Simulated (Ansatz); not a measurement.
## Rb on V(100): change of the work function

How does one ordered layer of Rb (top site) change the work function of V(100), and what dipole does each adsorbate carry?

Calculated with Ansatz 0.2.0; plane-wave DFT, PBE-D3(BJ), Ansatz PAW, in the first sound run; inputs show where later runs differ.

The raw output is cut from this account; settings, times and results stay.

## (1) The structure

The cell holds 5 atoms: 5 V. Its edges and angles: a = 3.020 Å, b = 3.020 Å, c = 24.040 Å, α = 90.0°, β = 90.0°, γ = 90.0°. Vacuum lies along c.

## (2) The clean slab

The bare slab comes first, as the zero from which every change is counted. The two lowest layers are held at bulk places and the upper ones relax. The dipole correction removes the false field that a one-sided slab makes across the periodic vacuum, so each face gets a flat vacuum level of its own.

Contents of input.yaml:

```yaml
crystal:
  lattice:
    - [3.02, 0.0, 0.0]
    - [0.0, 3.02, 0.0]
    - [0.0, 0.0, 24.04]
  atoms:
    - { symbol: V, position: [0.0, 0.0, 0.3743760399] }
    - { symbol: V, position: [0.5, 0.5, 0.43718802] }
    - { symbol: V, position: [0.0, 0.0, 0.5] }
    - { symbol: V, position: [0.5, 0.5, 0.56281198] }
    - { symbol: V, position: [0.0, 0.0, 0.6256239601] }
kpoints:
  mp_grid: { grid: [10, 10, 1] }
hamiltonian:
  xc: pbe
  dispersion: d3bj
scf:
  occupations: { method: fermi_dirac, width: 0.1 }
  convergence: { dr2_threshold: 1.0e-08 }
efield:
  axis: 3
  dipole_correction: true
  ramp_position: 0.97
  ramp_width: 0.06
relax:
  f_tol: 0.02
  max_steps: 60
  constraints: [{ sites: [0, 1] }]
output:
  write_potential: true
  write_density: true
  volumetric_format: npy
```

Launch:

```sh
> ansatz run input.yaml --threads 4 --pin off --max-ram 6144MiB --backend cpu --events-out ev --progress --plain --runs-dir out
```

It took 60 s on 4 threads of Arm Neoverse N1, shared host; peak memory 0.57 GiB.

This run has no spin polarisation, although V can carry a moment.

The steps of the relaxation:

```
step  energy less that of the first step (eV)  largest force component (eV/Å)
   1                                   0.0000                          1.3681
   2                                  -0.1806                          0.5669
   3                                  -0.2151                          0.1161
   4                                  -0.2185                          0.0316
   5                                  -0.2185                          0.0016
```

Forces are held to the 8 operations that the program found; a distortion that breaks them can't arise in this run.

The atoms that moved most (Å):

```
atom     dx     dy      dz  length
  V5  0.000  0.000  -0.336   0.336
  V4  0.000  0.000  -0.085   0.085
  V3  0.000  0.000  -0.077   0.077
```

Final coordinates:

```xyz
5
Lattice="3.0200 0.0000 0.0000 0.0000 3.0200 0.0000 0.0000 0.0000 24.0400" Properties=species:S:1:pos:R:3
V     0.0000    0.0000    9.0000
V     1.5100    1.5100   10.5100
V     0.0000    0.0000   11.9429
V     1.5100    1.5100   13.4453
V     0.0000    0.0000   14.7038
```

Numbers from this step:

- energy at zero smearing: -14561.4990 eV
- work function, upper face: 3.712 eV
- work function, lower face: 3.829 eV
- dipole along the normal: 0.005857 e·Å
- step between the vacuum levels: -0.1162 eV

Running mean over 1.51 Å of the planar mean; the ramp of the sawtooth is left out. Table of electron's electrostatic potential energy less the Fermi level by z:

```
z (Å)  electron's electrostatic potential energy less the Fermi level (eV)
    3                                                                 3.83
    4                                                                 3.83
    5                                                                 3.82
    6                                                                 3.74
    7                                                                 3.14
    8                                                                -1.26
    9                                                                -7.40
   10                                                                -7.84
   11                                                                -8.34
   12                                                                -8.11
   13                                                                -8.04
   14                                                                -9.59
   15                                                                -6.50
   16                                                                0.839
   17                                                                 3.38
   18                                                                 3.67
   19                                                                 3.71
   20                                                                 3.71
   21                                                                 3.71
```

The relaxation took 5 steps and lowered the energy by 0.22 eV; the largest force on the free atoms ends at 0.0016 eV/Å.

The work function of the upper face is 3.71 eV.

## (3) Adsorbate added

System of this step: RbV20 (Rb/V(100)). The cell holds 21 atoms: 20 V and 1 Rb. Cell: a = 6.040 Å, b = 6.040 Å, c = 27.620 Å, α = 90.0°, β = 90.0°, γ = 90.0°. Vacuum lies along c.

The clean slab as it ended is repeated in the plane and the adsorbate is set on one face; the cell's size fixes the coverage, and the k-mesh shrinks with it to keep the sampling density about even. Adsorbate and upper layers relax, since the dipole depends on the height.

Contents of input.yaml:

```yaml
crystal:
  lattice:
    - [6.04, 0.0, 0.0]
    - [0.0, 6.04, 0.0]
    - [0.0, 0.0, 27.620325579]
  atoms:
    - { symbol: V, position: [0.0, 0.0, 0.3258469917] }
    - { symbol: V, position: [0.25, 0.25, 0.3805168759] }
    - { symbol: V, position: [0.0, 0.0, 0.4323935342] }
    - { symbol: V, position: [0.25, 0.25, 0.486789187] }
    - { symbol: V, position: [0.0, 0.0, 0.5323552591] }
    - { symbol: V, position: [0.0, 0.5, 0.3258469917] }
    - { symbol: V, position: [0.25, 0.75, 0.3805168759] }
    - { symbol: V, position: [0.0, 0.5, 0.4323935342] }
    - { symbol: V, position: [0.25, 0.75, 0.486789187] }
    - { symbol: V, position: [0.0, 0.5, 0.5323552591] }
    - { symbol: V, position: [0.5, 0.0, 0.3258469917] }
    - { symbol: V, position: [0.75, 0.25, 0.3805168759] }
    - { symbol: V, position: [0.5, 0.0, 0.4323935342] }
    - { symbol: V, position: [0.75, 0.25, 0.486789187] }
    - { symbol: V, position: [0.5, 0.0, 0.5323552591] }
    - { symbol: V, position: [0.5, 0.5, 0.3258469917] }
    - { symbol: V, position: [0.75, 0.75, 0.3805168759] }
    - { symbol: V, position: [0.5, 0.5, 0.4323935342] }
    - { symbol: V, position: [0.75, 0.75, 0.486789187] }
    - { symbol: V, position: [0.5, 0.5, 0.5323552591] }
    - { symbol: Rb, position: [0.0, 0.0, 0.6741530083] }
kpoints:
  mp_grid: { grid: [5, 5, 1] }
hamiltonian:
  xc: pbe
  dispersion: d3bj
scf:
  occupations: { method: fermi_dirac, width: 0.1 }
  convergence: { dr2_threshold: 1.0e-08 }
efield:
  axis: 3
  dipole_correction: true
  ramp_position: 0.97
  ramp_width: 0.06
relax:
  f_tol: 0.02
  max_steps: 60
  constraints: [{ sites: [0, 1, 5, 6, 10, 11, 15, 16] }]
output:
  bader: true
  dos: { projected: true, e_range: [-8, 4] }
  write_potential: true
  write_density: true
  volumetric_format: npy
  elf: true
```

It took 15 min on 4 threads; peak memory 3.5 GiB; 46 min of CPU time.

The steps of the relaxation:

```
step  energy less that of the first step (eV)  largest force component (eV/Å)
   1                                   0.0000                          0.4969
   2                                  -0.0579                          0.4984
   3                                  -0.1550                          0.4199
   4                                  -0.2246                          0.2948
   5                                  -0.2687                          0.1208
   6                                  -0.2781                          0.0409
   7                                  -0.2785                          0.0553
   8                                  -0.2789                          0.0019
```

Forces are held to the 8 operations that the program found; a distortion that breaks them can't arise in this run.

The atoms that moved most (Å):

```
atom      dx      dy      dz  length
Rb21   0.000   0.000  -0.820   0.820
  V5   0.000   0.000  -0.128   0.128
 V20   0.000   0.000   0.068   0.068
 V10   0.000   0.000   0.022   0.022
 V15   0.000   0.000   0.022   0.022
  V3   0.000   0.000  -0.021   0.021
 V19  -0.013  -0.013  -0.002   0.019
  V9   0.013  -0.013  -0.002   0.019
```

Read from the output:

| Property | Result |
| --- | --- |
| energy at zero smearing | -61514.2563 eV |
| work function, upper face | 1.735 eV |
| dipole along the normal | 0.4222 e·Å |
| step between the vacuum levels | -2.094 eV |

Running mean over 1.51 Å of the planar mean; the ramp of the sawtooth is left out. Table of electron's electrostatic potential energy less the Fermi level by z:

z (Å), electron's electrostatic potential energy less the Fermi level (eV) and a bar from the least value:
```
        4       3.83 ##############################
        5       3.82 ##############################
        6       3.74 ##############################
        7       3.13 ############################
        8      -1.27 ###################
        9      -7.40 #####
       10      -7.85 ####
       11      -8.37 ###
       12      -8.12 ###
       13      -8.08 ###
       14      -9.61 
       15      -6.40 #######
       16       0.59 #######################
       17       0.19 ######################
       18      -2.22 #################
       19       0.62 #######################
       20       1.52 #########################
       21       1.68 #########################
       22       1.72 #########################
       23       1.73 #########################
       24       1.73 #########################
```

The density of states has structure finer than the step of the table below, so its rows give means over 0.25 eV. Peaks (eV: height): -1.770: 69.2, -1.200: 59.1, -1.080: 64.9, -0.960: 75.8, -0.450: 103, 0.240: 59.4, 0.420: 55.2.

Density of states against energy, zero at the Fermi level; means over each step:

```
energy (eV)  density of states (states/eV a cell)
      -6.50                                     0
      -6.25                                0.0778
      -6.00                                  1.30
      -5.75                                  1.28
      -5.50                                  2.03
      -5.25                                  1.79
      -5.00                                 0.928
      -4.75                                  1.33
      -4.50                                  5.41
      -4.25                                  1.84
      -4.00                                  5.08
      -3.75                                  2.31
      -3.50                                  9.36
      -3.25                                  6.41
      -3.00                                  17.8
      -2.75                                  22.7
      -2.50                                  21.6
      -2.25                                  32.8
      -2.00                                  19.8
      -1.75                                  28.7
      -1.50                                  26.5
      -1.25                                  29.2
      -1.00                                  46.1
      -0.75                                  39.6
      -0.50                                  42.2
      -0.25                                  29.9
       0.00                                  21.2
       0.25                                  37.2
       0.50                                  41.4
       0.75                                  26.8
       1.00                                  26.2
```

Projected DOS per atom over height of the atomic layer and energy from the Fermi level. Layers: V4 V4 V4 V4 V4 Rb from below.

Ten even steps from '0' (0.00 states/eV) to '9' (2.88 states/eV), each cell a mean:
```
723261
823292
932361
633341
755473
766770
443450
343430
454440
235430
112110
011100
000000
000000
000000
000000
000000
000000
000000
000000
000000
000000
```
Columns: height of the atomic layer (Å) from 9 to 17.8 (not evenly spaced); rows upwards: energy from the Fermi level (eV) from -7.96 to 1.25.

Electrostatic potential energy in the ca plane at fractional y = 0.000, with atoms of V and Rb within 0.2 Å of it. With pseudopotentials it is smooth inside the atoms' cores, unlike the true potential.

Ten even steps from '0' (-30 eV) to '9' (5 eV), each cell a mean:
```
20102798301027840110688720001689999999999999
62015899621268973114899861014789999999999999
87678999877789998778999987667899999999999999
99999999999999999999999998889999999999999999
98889999998899999889999999999999999999999999
74347999853479997435899999999999999999999999
40003898410038973000589999999999999999999999
10211798202117961130389999999999999999999999
20102798301017971110389999999999999999999999
62125899621258985112689999999999999999999999
87678999977789998767999999999999999999999999
99999999999999999999999999999999999999999999
98889999998899999889999988778999999999999999
75347999853479986446899874236899999999999999
40003898400038861002788740002789999999999999
10211798213117840220588720000589999999999999
```
Columns run along c (16.0 Å, from fractional 0.30 to 0.88 of the cell; values clipped at the 3rd and 97th percentile), rows up along a (6.0 Å). Atoms in or near the plane, at fractional coordinates: V at (0.33, 0.00), V at (0.43, 0.00), V at (0.53, 0.00), V at (0.33, 0.50), V at (0.43, 0.50), V at (0.53, 0.50), Rb at (0.64, 0.00).

Valence density in the ca plane at fractional y = 0.000, with atoms of V and Rb within 0.2 Å of it. It is the smooth field of the valence electrons, not physical close to the nuclei.

Values in units of 1e0 e/Å³, 9 rows by 16 columns, each cell a mean:
```
3.9 3.1 0.3 4.5 2.4 0.8 5.8 0.5 0.3 1.7 0.9 0.0 0.0 0.0 0.0 0.0
0.3 0.3 0.2 0.4 0.3 0.3 0.4 0.1 0.1 0.4 0.2 0.0 0.0 0.0 0.0 0.0
0.2 0.3 0.2 0.3 0.3 0.3 0.3 0.1 0.0 0.0 0.0 0.0 0.0 0.0 0.0 0.0
2.5 2.0 0.3 2.9 1.7 0.4 3.6 0.7 0.0 0.0 0.0 0.0 0.0 0.0 0.0 0.0
6.8 5.2 0.3 7.6 4.2 0.6 9.8 1.8 0.0 0.0 0.0 0.0 0.0 0.0 0.0 0.0
1.1 1.0 0.3 1.3 0.8 0.3 1.6 0.3 0.0 0.0 0.0 0.0 0.0 0.0 0.0 0.0
0.1 0.2 0.2 0.3 0.2 0.3 0.2 0.1 0.0 0.1 0.0 0.0 0.0 0.0 0.0 0.0
0.6 0.6 0.3 0.7 0.5 0.3 0.9 0.2 0.1 0.8 0.3 0.0 0.0 0.0 0.0 0.0
5.9 4.6 0.3 6.8 3.5 1.0 8.8 0.8 0.4 1.7 1.1 0.0 0.0 0.0 0.0 0.0
```
Columns run along c (16.0 Å, from fractional 0.30 to 0.88 of the cell), rows up along a (6.0 Å). Atoms in or near the plane, at fractional coordinates: V at (0.33, 0.00), V at (0.43, 0.00), V at (0.53, 0.00), V at (0.33, 0.50), V at (0.43, 0.50), V at (0.53, 0.50), Rb at (0.64, 0.00).

ELF in the ca plane at fractional y = 0.000, with atoms of V and Rb within 0.2 Å of it. It is the smooth field of the valence electrons, not physical close to the nuclei.

Ten even steps from '0' (0.00) to '9' (0.86), each cell a mean:
```
48884252378842436886211598369951001221100000
14642464245424533552111389999730001221000000
11224555421135643211121148997410001111000000
23456545654455566543332002332100001110000000
12245555542345565422222100000000011100000000
12322464222224642231012210000000111000000000
37873353267732533786211222111111110000000000
58885242388851425888411222222221110000000000
48884252378842425887311222211111110000000000
14642464245423542453111221000001111000000000
11224555421135554221112100000000011100000000
22456545654455566643332100111000011110000000
12245555543345555322221025765200001110000000
12322564222224632221111269999620001111000000
37873353268733425774111499789841001221000000
58885242488842337887211596049951001221100000
```
Columns run along c (16.0 Å, from fractional 0.30 to 0.88 of the cell), rows up along a (6.0 Å). Atoms in or near the plane, at fractional coordinates: V at (0.33, 0.00), V at (0.43, 0.00), V at (0.53, 0.00), V at (0.33, 0.50), V at (0.43, 0.50), V at (0.53, 0.50), Rb at (0.64, 0.00).

The relaxation took 8 steps and lowered the energy by 0.28 eV; the largest force on the free atoms ends at 0.0019 eV/Å.

By hand: a sheet of dipoles makes a step −p/(ε₀A) in the electron's potential. With e/ε₀ = 180.95 V·Å, p = 0.4222 e·Å and A = 36.48 Å², that is −180.95 × (0.4222) / 36.48 = -2.094 eV, and the two vacuum levels of the run differ by -2.094 eV.

The covered face has 1.73 eV, -1.98 eV against the clean one; the bare back face has moved by +0.00 eV, a measure of how thin the slab is.

## (4) Work function against coverage

This step: plane-wave DFT, PBE-D3(BJ), Ansatz PAW; work function against coverage (Ansatz 0.2.0).

The runs are now put side by side.

This step gave:

```
work function of the clean face     : 3.712 eV
largest change of the work function : -1.978 eV
```

The work function of the covered face by coverage:

```
coverage (adsorbates/nm²)  work function of the covered face (eV)
                     0.00                                    3.71
                     2.74                                    1.73
```

The dipole per adsorbate comes from the change of the cell's dipole. Coverage, by row:

```
coverage (1/nm²)  coverage (ML)  work function (eV)  change (eV)  dipole per adsorbate, positive end outwards (debye)  mean height of the added atoms over the highest substrate atom (Å)
           2.741           0.25               1.735       -1.978                                                1.916                                                               3.028
```

## (5) Another level of theory, functional LDA

This step: plane-wave DFT, LDA, Ansatz PAW (Ansatz 0.2.0).

The geometry is kept and the functional is LDA; other changes against the main runs: no dispersion term, which doesn't act on the electrons.

Contents of input.yaml:

```yaml
crystal:
  lattice:
    - [6.04, 0.0, 0.0]
    - [0.0, 6.04, 0.0]
    - [0.0, 0.0, 27.620325579]
  atoms:
    - { symbol: V, position: [0.0, 0.0, 0.3258469917] }
    - { symbol: V, position: [0.25, 0.25, 0.3805168759] }
    - { symbol: V, position: [0.0, 0.0, 0.4316472781] }
    - { symbol: V, position: [0.2522120104, 0.2522120104, 0.4867247894] }
    - { symbol: V, position: [0.0, 0.0, 0.527727249] }
    - { symbol: V, position: [0.0, 0.5, 0.3258469917] }
    - { symbol: V, position: [0.25, 0.75, 0.3805168759] }
    - { symbol: V, position: [0.0, 0.5, 0.4322938916] }
    - { symbol: V, position: [0.2522120104, 0.7477879896, 0.4867247894] }
    - { symbol: V, position: [0.0, 0.5, 0.5331573177] }
    - { symbol: V, position: [0.5, 0.0, 0.3258469917] }
    - { symbol: V, position: [0.75, 0.25, 0.3805168759] }
    - { symbol: V, position: [0.5, 0.0, 0.4322938916] }
    - { symbol: V, position: [0.7477879896, 0.2522120104, 0.4867247894] }
    - { symbol: V, position: [0.5, 0.0, 0.5331573177] }
    - { symbol: V, position: [0.5, 0.5, 0.3258469917] }
    - { symbol: V, position: [0.75, 0.75, 0.3805168759] }
    - { symbol: V, position: [0.5, 0.5, 0.4327696361] }
    - { symbol: V, position: [0.7477879896, 0.7477879896, 0.4867247894] }
    - { symbol: V, position: [0.5, 0.5, 0.5348252062] }
    - { symbol: Rb, position: [0.0, 0.0, 0.6444561766] }
kpoints:
  mp_grid: { grid: [5, 5, 1] }
hamiltonian:
  xc: lda
scf:
  occupations: { method: fermi_dirac, width: 0.1 }
  convergence: { dr2_threshold: 1.0e-08 }
efield:
  axis: 3
  dipole_correction: true
  ramp_position: 0.97
  ramp_width: 0.06
output:
  write_potential: true
  write_density: true
  volumetric_format: npy
```

Elapsed: 2.3 min, on 4 threads; peak memory 3.3 GiB.

Read from the output:

```yaml
energy_at_zero_smearing: -60366.1226 eV
work_function_upper_face: 1.898 eV
work_function_lower_face: 4.070 eV
dipole_along_the_normal: 0.4379 e·Å
step_between_the_vacuum_levels: -2.172 eV
```

The work function comes to 1.90 eV, +0.16 eV from the first level.

## (6) Another level of theory, functional RPBE

This step: plane-wave DFT, RPBE, Ansatz PAW (Ansatz 0.2.0).

The geometry is kept and the functional is RPBE; other changes against the main runs: no dispersion term, which doesn't act on the electrons.

Changes to input.yaml since step 5:

```diff
@@ -30,3 +30,3 @@
 hamiltonian:
-  xc: lda
+  xc: rpbe
 scf:
```

Wall time 2.4 min (4 threads); peak memory 3.4 GiB.

This step gave:

| Property | Result |
| --- | --- |
| energy at zero smearing | -61600.3928 eV |
| work function, upper face | 1.659 eV |
| work function, lower face | 3.684 eV |
| dipole along the normal | 0.4082 e·Å |
| step between the vacuum levels | -2.025 eV |

The work function comes to 1.66 eV, -0.08 eV from the first level.

## (7) Another level of theory, functional revpbe

This step: plane-wave DFT, revPBE, Ansatz PAW (Ansatz 0.2.0).

The geometry is kept and the functional is revPBE; other changes against the main runs: no dispersion term, which doesn't act on the electrons.

Changes to input.yaml since step 6:

```diff
@@ -30,3 +30,3 @@
 hamiltonian:
-  xc: rpbe
+  xc: revpbe
 scf:
```

Wall time 2.5 min (4 threads); peak memory 3.4 GiB; 7.7 min of CPU time.

The work function comes to 1.62 eV, -0.11 eV from the first level.

(Part 1 of 2 ends here.)

[Long decimals in the printed logs are rounded to 6 places.]

[Logs are printed without paths, hosts, clocks, repeated set-up lines and the standing remarks that a program may print on its own settings, such as how far it seeks lower states.]

[Hosts, paths, dates, database ids (printed as entryN), source tags and the programs' standing remarks are cut or masked in the printed files.]

[Maps of the electrostatic potential energy from Ansatz leave out the sawtooth potential of an applied field or a dipole correction, so their vacuum need not be flat; planar profiles and work functions include it.]

[The density of states shown here was stored with 400 of the rows of the run's finer table, so its peaks can read low, often by over a quarter, or be missed, and its means over a window can be off by a tenth or more.]
